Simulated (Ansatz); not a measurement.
# CH2 on Ti(0001), bridge start, 2x2 cell: work function, bands and core levels, part 3 of 4

Wanted: core-level shifts and unfolded surface bands for CH2 on Ti(0001), bridge start, 2x2 cell.

Ansatz 0.2.0; DFT, PBE, plane-wave PAW, default files, scalar-relativistic.

So far, work function, upper face (eV): step 2 (the clean face) 4.41; step 3 (relaxing the atoms) 3.62.

## (4) Layer-resolved bands, DOS and potential (continued)

Peaks of A(k,E) at the labelled points: for each region the eleven nearest the zero at most, each over 6 % of that point's highest, less those above the energy where the solved bands run out; weight and spread sum the levels within three half widths or 0.3 eV, so near peaks share levels. Peaks of the spectral function, the first 40 of 70 rows:

```csv
point,weight on,E (eV),A (1/eV),weight near the peak,rms spread of levels (eV)
K,total,-7,0.469,0.28,0
K,total,-1.24,6.911,6.922,0.281
K,total,-0.74,4.617,5.697,0.315
K,total,0.04,6.174,5.135,0.182
K,top,-7,0.45,0.278,0
K,top,-4.66,0.305,0.178,0
K,top,-3.28,0.223,0.17,0.3
K,top,-2.7,0.269,0.23,0.286
K,top,-1.28,1.018,0.981,0.287
K,top,-0.04,1.543,1.441,0.245
K,middle,-1.22,2.837,2.808,0.267
K,middle,-0.04,1.309,0.985,0.23
K,bottom,-1.24,3.093,3.089,0.273
K,bottom,-0.74,2.272,2.364,0.27
K,bottom,0.1,3.612,2.829,0.133
Γ,total,-5.78,1.67,0.954,0
Γ,total,-5.08,1.45,0.765,0
Γ,total,-4.28,1.303,0.687,0
Γ,total,-3.32,1.559,1.692,0.292
Γ,total,-2.74,1.616,1.727,0.305
Γ,total,0.74,11.27,11.57,0.258
Γ,top,-6.94,0.261,0.152,0
Γ,top,-5.78,0.29,0.148,0
Γ,top,-5.08,0.528,0.305,0
Γ,top,-4.3,0.205,0.089,0
Γ,top,-3.3,0.414,0.459,0.279
Γ,top,-2.74,0.424,0.478,0.308
Γ,top,0.72,2.768,2.882,0.259
Γ,middle,-5.78,0.788,0.479,0
Γ,middle,-5.1,0.226,0.081,0
Γ,middle,-4.28,0.502,0.286,0
Γ,middle,-3.3,0.314,0.47,0.27
Γ,middle,-2.72,0.586,0.348,0.09
Γ,middle,0.74,3.177,3.237,0.243
Γ,bottom,-5.78,0.59,0.327,0
Γ,bottom,-5.08,0.696,0.378,0
Γ,bottom,-4.28,0.596,0.312,0
Γ,bottom,-3.32,0.835,0.762,0.289
Γ,bottom,-2.74,0.606,0.764,0.291
Γ,bottom,-0.12,1.716,1.904,0.271
```

The DOS has structure finer than the step of the table below, so its rows give means over 1 eV, whole bins alone (the curve runs from -14.7 to 0.725 eV). Peaks (eV: height): total -12.7: 6.78, -7.0: 7.00, -0.8: 31.7; Ti 3d -0.8: 27.9; Ti 4s -4.8: 2.16, -2.8: 5.36, -2.3: 5.09, -0.7: 2.11; Ti 4p* -0.7: 1.84, 0.3: 2.27; C 2p -7.0: 3.82, -4.8: 1.78, -3.2: 1.60.

* holds the states left over by the projection beside any projected weight of its own. The DOS by E, zero at the Fermi level; means over each step; values in states/eV/cell:

```csv
E (eV),total,Ti 3d,Ti 4s,Ti 4p*,C 2p,H 1s,C 2s
-14,0,0,0,0,0,0,0
-13,1.91,0.0760,0.104,0.0149,0.0489,0.621,1.01
-12,0.0885,0.00353,0.00480,6.9e-4,0.00227,0.0288,0.0470
-11,0,0,0,0,0,0,0
-10,0,0,0,0,0,0,0
-9,0,0,0,0,0,0,0
-8,0,0,0,0,9.9e-6,6.1e-6,0
-7,2.00,0.110,0.0819,0.0400,1.09,0.677,2.9e-5
-6,0.328,0.00388,0.296,0.00369,0.0192,0.00538,5.7e-5
-5,2.75,0.251,1.52,0.0560,0.753,0.133,0.0417
-4,3.45,0.444,2.48,0.0937,0.353,0.0368,0.0410
-3,7.43,2.64,3.70,0.186,0.862,0.0103,0.0218
-2,17.1,12.6,3.66,0.484,0.262,0.0190,0.0248
-1,23.5,20.8,1.41,1.12,0.159,0.0222,0.0203
0,27.6,24.0,1.65,1.80,0.0888,0.0357,0.0183
```

Sums over each group's atoms; a table of it gives point samples, which can step over narrow peaks. Table of DOS of the group by E, zero at the Fermi level; 7 of 11 lines; values in states/eV:

```csv
E (eV),other layers: Ti 3d,layer 1: Ti 3d,layer 3: Ti 3d,layer 2: Ti 3d,other layers: Ti 4s,layer 3: Ti 4s,adsorbate: C 2p
-14.62,0,0,0,0,0,0,0
-14.03,0,0,0,0,0,0,0
-13.43,0,0,0,0,0,0,0
-12.82,0,0.173,1.4e-5,9.6e-4,4.9e-6,6.8e-5,0.112
-12.22,0,4.8e-5,0,0,0,0,3.1e-5
-11.62,0,0,0,0,0,0,0
-11.03,0,0,0,0,0,0,0
-10.43,0,0,0,0,0,0,0
-9.82,0,0,0,0,0,0,0
-9.22,0,0,0,0,0,0,0
-8.62,0,0,0,0,0,0,0
-8.03,0,0,0,0,0,0,0
-7.42,0,4.3e-4,0,7.1e-6,0,0,0.00446
-6.62,0,0.00570,0,9.0e-5,0,3.8e-6,0.0558
-6.03,0,2.2e-4,8.2e-6,9.1e-6,0.00277,0.00871,0.00130
-5.42,0.00123,0.0154,7.7e-4,8.6e-4,0.0745,0.246,0.0759
-4.83,0.0102,0.448,0.00948,0.0307,0.335,0.558,1.51
-4.22,0.0526,0.248,0.0300,0.0623,0.592,0.689,0.397
-3.62,0.111,0.227,0.152,0.153,0.731,1.11,0.287
-3.02,0.275,1.10,0.413,0.378,0.909,0.775,1.28
-2.42,1.13,1.33,2.22,2.13,1.00,0.998,0.226
-1.82,3.05,3.08,4.37,4.95,1.16,0.652,0.254
-1.23,4.56,3.79,4.27,4.53,0.189,0.242,0.126
-0.62,5.89,6.32,6.98,6.17,0.734,0.278,0.201
-0.03,9.11,6.34,4.82,4.57,0.942,0.270,0.0754
0.57,8.54,7.56,6.85,5.95,0.455,0.291,0.0677
```

This run's widths, added to any smearing of the DOS itself: Gaussian 0.1 eV, Lorentzian 0.1 eV plus 0.03 an eV of depth. Table of intensity by binding energy, zero at the Fermi level; values in % of the maximum within 13 eV:

```csv
binding energy (eV),21.2 eV,40.8 eV,1486.7 eV,5414.7 eV
-1.0,1.16,1.15,1.30,1.13
-0.5,2.67,2.66,2.89,2.26
0.0,45.3,45.2,47.1,31.3
0.5,81.6,82.7,82.6,53.4
1.0,79.6,78.7,77.3,42.8
1.5,65.2,65.4,69.8,55.2
2.0,51.7,50.8,72.4,89.8
2.5,27.3,26.8,50.1,82.4
3.0,19.2,18.4,39.6,79.3
3.5,9.08,8.54,30.0,67.3
4.0,5.82,5.35,20.7,47.6
4.5,8.21,6.88,17.1,38.4
5.0,7.37,5.99,15.0,34.2
5.5,2.02,1.62,8.13,19.7
6.0,1.23,0.936,2.42,5.48
6.5,3.11,2.08,1.29,2.24
7.0,17.2,11.0,3.28,4.28
7.5,2.51,1.66,0.788,1.18
8.0,0.714,0.518,0.428,0.671
8.5,0.373,0.299,0.336,0.514
9.0,0.245,0.218,0.300,0.437
9.5,0.179,0.182,0.295,0.403
10.0,0.140,0.170,0.318,0.406
10.5,0.114,0.179,0.386,0.457
11.0,0.0952,0.222,0.546,0.601
11.5,-,0.351,0.967,1.00
12.0,-,0.859,2.55,2.54
12.5,-,4.29,13.2,12.9
13.0,-,3.41,10.5,10.2
13.5,-,0.711,2.13,2.11
14.0,-,0.292,0.839,0.850
14.5,-,0.167,0.458,0.475
```

Maxima picked by a test of local sharpness, so broad peaks and shoulders can be missing; peaks within 0.45 eV of a curve's cut are left out. Valence peaks, by row:

```csv
photon energy (eV),binding energy (eV),height (% of the maximum within 13 eV),main shell,its share (%)
21.2,7,17.7,C 2p,65.89
21.2,4.75,11.79,C 2p,68
21.2,1.65,66.94,Ti 3d,96.35
21.2,0.7,100,Ti 3d,98.23
21.2,0.15,71.37,Ti 3d,98.66
40.8,12.7,6.209,C 2s,63.17
40.8,7,11.34,C 2p,71.91
40.8,4.75,9.593,C 2p,58.43
40.8,1.65,67.16,Ti 3d,97.28
40.8,0.7,100,Ti 3d,98.72
40.8,0.15,71.53,Ti 3d,99.06
1487,12.7,19.13,C 2s,90.84
1487,4.75,18.3,Ti 4s,80.54
1487,2.75,49.2,Ti 4s,70.27
1487,1.75,77.09,Ti 3d,66.03
1487,0.7,100,Ti 3d,81.19
1487,0.15,74.74,Ti 3d,78.31
5415,12.7,18.69,C 2s,83.33
5415,6.95,4.387,Ti 4s,86.96
5415,4.75,39.75,Ti 4s,95.97
5415,3.55,67.78,Ti 4s,97.93
5415,2.8,95.67,Ti 4s,96.2
5415,2.25,100,Ti 4s,91.96
5415,0.7,61.51,Ti 4s,65.08
5415,0.2,51.62,Ti 4s,70.04
```

The planar mean, electrostatic potential oscillates, so the rows of the table below give means over windows of 1 Å about each position, cut where the curve ends. Its maxima inside the range that stand out by 2 % of the span (Å: eV): 1.3: 4.44, 8.6: -0.352, 11.0: -0.0608, 13.4: -1.13. Its minima: 7.4: -12.8, 9.8: -12.7, 12.2: -12.5, 14.4: -12.6.

From the Fermi level. The planar mean, electrostatic potential by z; means over each step:

```csv
z (Å),"planar mean, electrostatic potential (eV)"
0,4.12
1,4.36
2,4.44
3,4.44
4,4.42
5,4.18
6,2.17
7,-8.12
8,-7.73
9,-3.97
10,-10.7
11,-1.76
12,-10.2
13,-4.95
14,-8.42
15,-7.62
16,-0.339
17,2.63
18,3.57
19,3.62
20,3.62
21,3.62
22,3.62
23,3.70
```

The intensity has structure finer than the step of the table below, so its rows give means over 0.5 eV, whole bins alone (the curve runs from -14.7 to 1.43 eV). Peaks (eV: height): C K -6.97: 99.9, -4.78: 75.0, -3.08: 77.6; C K, E along x -6.97: 297; C K, E along y -3.08: 216; C K, E along z -4.78: 218; Ti L-alpha -0.78: 99.9.

Shapes are the site's partial DOS without matrix elements, which overweights lines from ligand s bands. Table of intensity by emission energy less the core level's binding energy, zero at the Fermi level; means over each step; values in % of the unpolarised maximum:

```csv
emission energy less the core level's binding energy (eV),C K,"C K, E along x","C K, E along y","C K, E along z",Ti L-alpha
-14.0,0.373,0.267,0.0693,0.782,0.0846
-13.5,0.892,0.310,0.0766,2.29,0.138
-13.0,2.88,0.364,0.0863,8.18,0.293
-12.5,3.22,0.433,0.0956,9.13,0.321
-12.0,1.16,0.524,0.104,2.84,0.172
-11.5,0.578,0.647,0.116,0.972,0.122
-11.0,0.517,0.820,0.131,0.601,0.118
-10.5,0.574,1.07,0.148,0.499,0.125
-10.0,0.709,1.47,0.170,0.487,0.138
-9.5,0.953,2.13,0.198,0.526,0.155
-9.0,1.41,3.39,0.232,0.610,0.179
-8.5,2.45,6.31,0.277,0.750,0.212
-8.0,6.12,17.0,0.337,0.976,0.272
-7.5,33.0,97.3,0.420,1.36,0.463
-7.0,88.6,263,0.541,2.09,0.773
-6.5,39.0,112,0.712,3.83,0.631
-6.0,10.5,19.1,1.02,11.3,0.611
-5.5,18.4,7.05,1.68,46.6,0.956
-5.0,56.6,4.06,3.12,163,1.88
-4.5,62.0,2.70,7.48,176,2.75
-4.0,35.9,2.30,30.5,74.8,3.86
-3.5,51.8,2.13,124,28.7,7.31
-3.0,70.6,1.81,195,14.8,15.5
-2.5,38.1,1.92,102,9.92,32.3
-2.0,24.0,2.00,60.4,9.48,57.3
-1.5,19.1,1.61,45.7,10.1,75.2
-1.0,13.2,2.31,27.8,9.46,92.6
-0.5,11.6,2.59,22.3,9.68,90.9
0.0,4.42,1.05,7.04,4.50,49.7
0.5,0.936,0.333,1.42,0.888,10.6
1.0,0.482,0.233,0.760,0.442,3.02
```

Recipe: projected DOS times atomic cross section and asymmetry factor (linear light, 54.7° from the polarisation), occupied states only, Fermi edge at 300 K, a Lorentzian width of 0.1 eV growing by 0.03 eV per eV of binding energy, and a resolution of 0.1 eV. Each atom is damped by exp[−depth/(λ cos θ)], θ = 0° from the normal, λ from the universal curve. Curves are cut 10 eV under the photon energy, above any shell that the free atom's threshold puts out of reach, or at the lower edge of the window: 11.2 eV at 21.2 eV, 14.7 eV at 40.8 eV, 14.7 eV at 1486.7 eV and 14.7 eV at 5414.7 eV. A star in tables and legends marks shells that hold the states left over by the projection (3.1 % of the filled ones), a stand-in for orbitals that the files don't project on. Matrix elements of the solid and inelastic losses aren't modelled, nor non-dipole terms, which matter above 3 keV.

Share of each shell in the spectrum's area (%), by photon energy:

```csv
shell,21.2 eV,40.8 eV,1486.7 eV,5414.7 eV
H 1s,2.0,1.2,0.1,0.0
C 2s,0.1,1.8,6.0,4.4
C 2p,11.4,8.2,0.6,0.1
Ti 4s,0.8,0.8,39.1,84.3
Ti 4p*,0.1,0.0,1.8,1.4
Ti 3d,85.6,87.9,52.5,9.8
```

Cross sections used, in Mb an electron:

```csv
shell,21.2 eV,40.8 eV,1486.7 eV,5414.7 eV
H 1s,1.9,0.29,3.0e-6,3.7e-8
C 2s,0.58,0.56,3.1e-4,6.8e-6
C 2p,2.7,0.84,9.8e-6,5.9e-8
Ti 4s,0.081,0.061,2.3e-4,1.3e-5
Ti 4p*,0.049,0.013,5.3e-5,1.1e-6
Ti 3d,2.5,2.0,9.2e-5,4.4e-7
```

Regions along c: top from 13.7 to 20.5 Å, middle from 10.4 to 13.7 Å, bottom from 3.5 to 10.4 Å.

States with weight above 0.08 nearest the zero at Γ of the zone, within the window kept, -7.0 to 1.0 eV (levels that the program groups as degenerate share a row):

```csv
E (eV),"weight, total","weight, top","weight, middle","weight, bottom"
-0.17,0.98,0.07,0.22,0.69
0.14,0.83,0.26,0.15,0.41
0.45,0.98,0.09,0.15,0.74
0.55,0.66,0.29,0.21,0.15
0.65,0.87,0.46,0.23,0.19
0.66,0.62,0.23,0.27,0.11
0.70,0.15,0.05,0.08,0.03
0.71,0.65,0.09,0.08,0.48
0.72,0.53,0.02,0.15,0.36
0.75,0.50,0.04,0.24,0.22
```

The largest force component on a free atom is 0.010 eV/Å, so the atoms are at rest for these settings too. At the Fermi level the DOS is 29.80 states/eV a cell, and on the broadened curves Ti 3d holds 86 % of the total there.

## (5) Z+1 stand-in on atom 5

System of this step: Ti15VH2C. The cell holds 19 atoms: 2 H, 1 C, 15 Ti and 1 V. Cell: a = 5.880 Å, b = 5.880 Å, c = 24.045 Å, α = 90.0°, β = 90.0°, γ = 60.0°. It derives from Ti. Regions: ad, 3 atoms (2 H and 1 C); L1, 4 atoms (3 Ti and 1 V); L2, 4 atoms (4 Ti); L3, 4 atoms (4 Ti); rest, 4 atoms (4 Ti). Vacuum lies along c.

An atom with a screened core hole acts much like the next element, so total energies with that element on different sites give core-level shifts.

The input, input.yaml:

```yaml
crystal:
  lattice:
    - [5.88, 0.0, 0.0]
    - [2.94, 5.0922293743, 0.0]
    - [0.0, 0.0, 24.045]
  atoms:
    - { symbol: H, position: [0.4003205807, 0.0021229768, 0.6872597917] }
    - { symbol: H, position: [0.0982007524, 0.0022494746, 0.6874201005] }
    - { symbol: C, position: [0.2502699473, -0.0003425412, 0.6593358345] }
    - { symbol: Ti, position: [-0.0011772537, -0.0045046073, 0.5993427061] }
    - { symbol: V, position: [0.5058439637, -0.0045229461, 0.5993378807] }
    - { symbol: Ti, position: [0.0043677968, 0.4914747458, 0.6020341382] }
    - { symbol: Ti, position: [0.4861513799, 0.5277300615, 0.6021381379] }
    - { symbol: Ti, position: [0.8262514715, 0.3405306537, 0.5105714246] }
    - { symbol: Ti, position: [0.3333352492, 0.3404950134, 0.5105606127] }
    - { symbol: Ti, position: [0.8368560642, 0.8264744376, 0.507702406] }
    - { symbol: Ti, position: [0.3290029201, 0.8420905249, 0.5070088736] }
    - { symbol: Ti, position: [0.0, 0.0, 0.408608858] }
    - { symbol: Ti, position: [0.5, 0.0, 0.408608858] }
    - { symbol: Ti, position: [0.0, 0.5, 0.408608858] }
    - { symbol: Ti, position: [0.5, 0.5, 0.408608858] }
    - { symbol: Ti, position: [0.833333333, 0.333333333, 0.311915159] }
    - { symbol: Ti, position: [0.333333333, 0.333333333, 0.311915159] }
    - { symbol: Ti, position: [0.833333333, 0.833333333, 0.311915159] }
    - { symbol: Ti, position: [0.333333333, 0.833333333, 0.311915159] }
kpoints:
  mp_grid: { grid: [6, 6, 1] }
scf:
  occupations: { method: fermi_dirac, width: 0.05 }
  n_extra_bands: 17
hamiltonian:
  xc: pbe
  pseudopotentials: { kind: paw }
output:
  forces: true
  write_potential: true
  volumetric_format: []
efield:
  axis: 3
  dipole_correction: true
```

The run is started by

```
> ansatz run input.yaml --threads 8 --pin off --max-ram 20480MiB --backend cpu --events-out ev --progress --plain --runs-dir out
```

Numbers of over 12 decimals in the logs are rounded to 6 here.

Output:

```text
[...]
Crystal: 19 atoms, lattice volume = 719.963 Å³
Basis set: ecut = 420 eV, 13989 PW (Γ), exchange–correlation on 80×80×324 points (8 copies of the dense FFT grid, shifted against one another)
Bands: 117, of which v1, the nominal top of the filled ones, is band 100 counted from 1 (99 counted from 0)
Symmetry: 1 space group operations
[...]
k-points: 20 of 36 (time reversal used)
[...]
SCF iter   1: F=—  HF=-40683.464352 eV  |F-HF|=—  |Δ(HF+E_count)|=         —  Δρ=6.02e-3  dr2=8.58e-1  ethr=1.77e-3  p=0.102 e·Å  D=2.56e-2 V/Å  ΔV_dip=-0.61 eV  dr2_dipole=1.86e-1  V_vac-E_F(+/−)=3.50/4.12 eV  ⟨swp⟩=9.3  Hψ=9947  notcnv=0
[...]
SCF iter  10: F=-40683.430787 eV  HF=-40683.430787 eV  |F-HF|=9.42e-9  |Δ(HF+E_count)|=   1.08e-7  Δρ=1.74e-6  dr2=2.71e-8  ethr=5.03e-11  p=0.134 e·Å  D=3.38e-2 V/Å  ΔV_dip=-0.81 eV  dr2_dipole=2.04e-9  V_vac-E_F(+/−)=3.63/4.44 eV  ⟨swp⟩=16.6  Hψ=17194  notcnv=0
SCF 1 converged in 10 iterations: F = -40683.430787 eV  dr2 = 2.71e-8
[...]
WARN: The input density's exchange-correlation potential varies sharply where the density is thin. Do not read a vacuum level from v_tot or v_xc, or from such a field of the output density. On a cell that repeats whose density bears no net charge and no dipole along the vacuum's axis use v_es (v_loc + v_h of the components); under efield.dipole_correction with no amplitude use v_es + v_field, which holds any external [...]
SCF converged after 10 iterations
Free energy (F): -40683.430787 eV
[...]
Internal energy: -40683.178272 eV  (E = F + TS)
E sigma→0 (E₀):  -40683.304529 eV
Entropy (-TS):   -0.252515 eV (-13.290 meV/atom)
Fermi energy:    2.983620 eV
Dipole field:    D = 0.033725 V/Å  (p = 0.134183 e·Å, saw-weighted, corrected)
Work function:   Φ+ = 3.6337 eV   Φ− = 4.4446 eV
[...]
--- Forces (eV/Å), atoms counted from 1 ---
  atom   1  H      0.02454441    -0.00169435    -0.00187007
  atom   2  H     -0.03425394    -0.00002805    -0.04715433
  atom   3  C      0.54157945     0.03047158    -0.45848093
  atom   4  Ti    -0.23074025     0.07553266     0.04812926
  atom   5  V     -0.31615348    -0.15490435    -0.44361419
  atom   6  Ti    -0.08485816     0.07872264     0.08163988
  atom   7  Ti     0.12508470    -0.01216640     0.14464302
  atom   8  Ti    -0.01162522    -0.01640388    -0.06143984
  atom   9  Ti    -0.01274867    -0.30656829     0.27912768
  atom  10  Ti    -0.22788096     0.15034463     0.18497609
  atom  11  Ti     0.22098261     0.17333129     0.20658950
  atom  12  Ti    -0.04633170     0.05866715    -0.63473475
  atom  13  Ti     0.04444839     0.05795468    -0.64327440
  atom  14  Ti     0.01031524    -0.14429188    -0.48957513
  atom  15  Ti    -0.00031498    -0.01461266    -0.47668807
  atom  16  Ti     0.00043039    -0.00808081     0.60188133
  atom  17  Ti    -0.00047282     0.00712878     0.58474191
  atom  18  Ti     0.00801497     0.02120889     0.56498588
  atom  19  Ti    -0.01002289     0.00540924     0.56016154
  max |Σ_I F_I| component: 4.44e-5 eV/Å
--- Band table (eV; the first three rows and the last of 20) ---
  k-point 0: bands = [... 96 lower, 3.2043, 3.2226, 3.3686, 3.4167, 3.4738, 3.4921, 3.5428, 3.5767, ... 13 higher]
  k-point 1: bands = [... 96 lower, 3.1380, 3.1632, 3.2287, 3.2891, 3.3335, 3.4284, 3.4670, 3.4973, ... 13 higher]
  k-point 2: bands = [... 96 lower, 2.8979, 2.9542, 2.9980, 3.0230, 3.0819, 3.1452, 3.1857, 3.2574, ... 13 higher]
  k-point 19: bands = [... 96 lower, 2.6682, 2.6731, 2.7293, 2.7523, 2.9256, 2.9540, 3.0006, 3.1254, ... 13 higher]
```

Elapsed: 36 s, on 8 threads of Arm Neoverse V2, shared host; peak memory 3.7 GiB; 4.7 min of CPU time.

This run has no spin polarisation, although V can carry a moment.

This step gave:

```yaml
free_energy: -40683.4308 eV
energy_at_zero_smearing: -40683.3045 eV
smearing_term_ts: 0.2525 eV
fermi_energy: 2.984 eV
```

[end of part 3 of 4]

[Logs are printed without paths, hosts, clocks, repeated set-up lines and the standing remarks that a program may print on its own settings, such as how far it seeks lower states.]

[Hosts, paths, dates, database ids (printed as entryN), source tags and the programs' standing remarks are cut or masked in the printed files.]

[Maps of the electrostatic potential energy from Ansatz leave out the sawtooth potential of an applied field or a dipole correction, so their vacuum need not be flat; work functions include it.]
